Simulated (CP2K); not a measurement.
Two runs for the C K edge of carbon monoxide. Run A: CP2K XAS_TDP, all-electron GAPW, PBEh(45%), aug-cc-pVTZ, TDA, no relativity. Run B differs in one setting.

First lines with a strength over 0.0015. A:

```
            atom  energy (eV)  states  strength, one atom
C1 (bonded to O)       281.66       2              0.1626
                       287.76       1              0.0052
                       288.61       2              0.0130
                       292.34       1              0.0031
                       295.00       2              0.0352
```

B:

```
            atom  energy (eV)  states  strength, one atom
C1 (bonded to O)       281.65       2              0.1621
                       291.50       1              0.0053
                       295.06       2              0.0913
                       296.26       1              0.0268
                       301.75       1              0.0672
```

**Question.** Which was it: GW2X switched on, the basis, scalar relativity switched on, the functional?

The basis (basis from aug-cc-pVTZ to 6-311G**; the lines alone don't name the new value). A basis moves diffuse and continuum lines far more than the leading valence line. Against PBEh(45%) in aug-cc-pVTZ, the leading line moves by -0.01 eV, to 281.65 eV. The next line of C1 over the strength cut lies 9.85 eV higher, against 6.10.

[Banner, clock and machine lines of the logs are left out without a mark of their own.]

[Logs are printed without paths, hosts, clocks, repeated set-up lines and the standing remarks that a program may print on its own settings, such as how far it seeks lower states.]

[Hosts, paths, dates, database ids (printed as entryN), source tags and the programs' standing remarks are cut or masked in the printed files.]
